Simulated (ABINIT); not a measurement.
Planning a run of ABINIT 10.8.3 on BiOCl (P4/nmm). The input:

```
acell 3*1.0 Angstrom
rprim 
  3.885510000000 0.000000000000 0.000000000000
  0.000000000000 3.885510000000 0.000000000000
  0.000000000000 0.000000000000 7.348900000000
ntypat 3
znucl 83 17 8
natom 6
typat 1 1 2 2 3 3
xred 
  0.500000000000 0.000000000000 0.329040000000
  0.000000000000 0.500000000000 0.670960000000
  0.000000000000 0.500000000000 0.147200000000
  0.500000000000 0.000000000000 0.852800000000
  0.000000000000 0.000000000000 0.500000000000
  0.500000000000 0.500000000000 0.500000000000
pp_dirpath "pseudos"
pseudos "Bi.upf, Cl.upf, O.upf"
ecut 42
ngkpt 4 4 2
nshiftk 1
shiftk 0 0 0
kptopt 1
chksymbreak 0
istwfk *1
occopt 1
irdwfk 1
optdriver 3
nband 104
ecuteps 4
inclvkb 2
awtr 1
symchi 1
indata_prefix "in"
outdata_prefix "out"
tmpdata_prefix "tmp"
```

```sh
OMP_NUM_THREADS=1 mpirun -n 16 abinit run.abi > log
```

Q: How long will it take on 16 MPI ranks of Arm Neoverse V2, shared host, and how much memory?

It took 52 s; on shared hardware allow 26 s to 1.7 min. Peak host memory was 8.4 GiB.

[Paths, hosts, dates, memory and timing lines, banners, echoed tables and standing remarks are left out of the program output.]

[Logs are printed without paths, hosts, clocks, repeated set-up lines and the standing remarks that a program may print on its own settings, such as how far it seeks lower states.]

[Runs of the session that timed out or met a known fault of the program may be left out.]

[Hosts, paths, dates, database ids (printed as entryN), source tags and the programs' standing remarks are cut or masked in the printed files.]

[G0W0 gaps are taken among the corrected bands and points alone; a level outside them can change the order at an edge.]

[Where Ansatz stands beside ABINIT at settings called matched, ABINIT's density can come from a denser mesh and the files from another edition; pairs whose starting gaps differed by over 0.03 eV were left out, so agreement reads better than it is.]
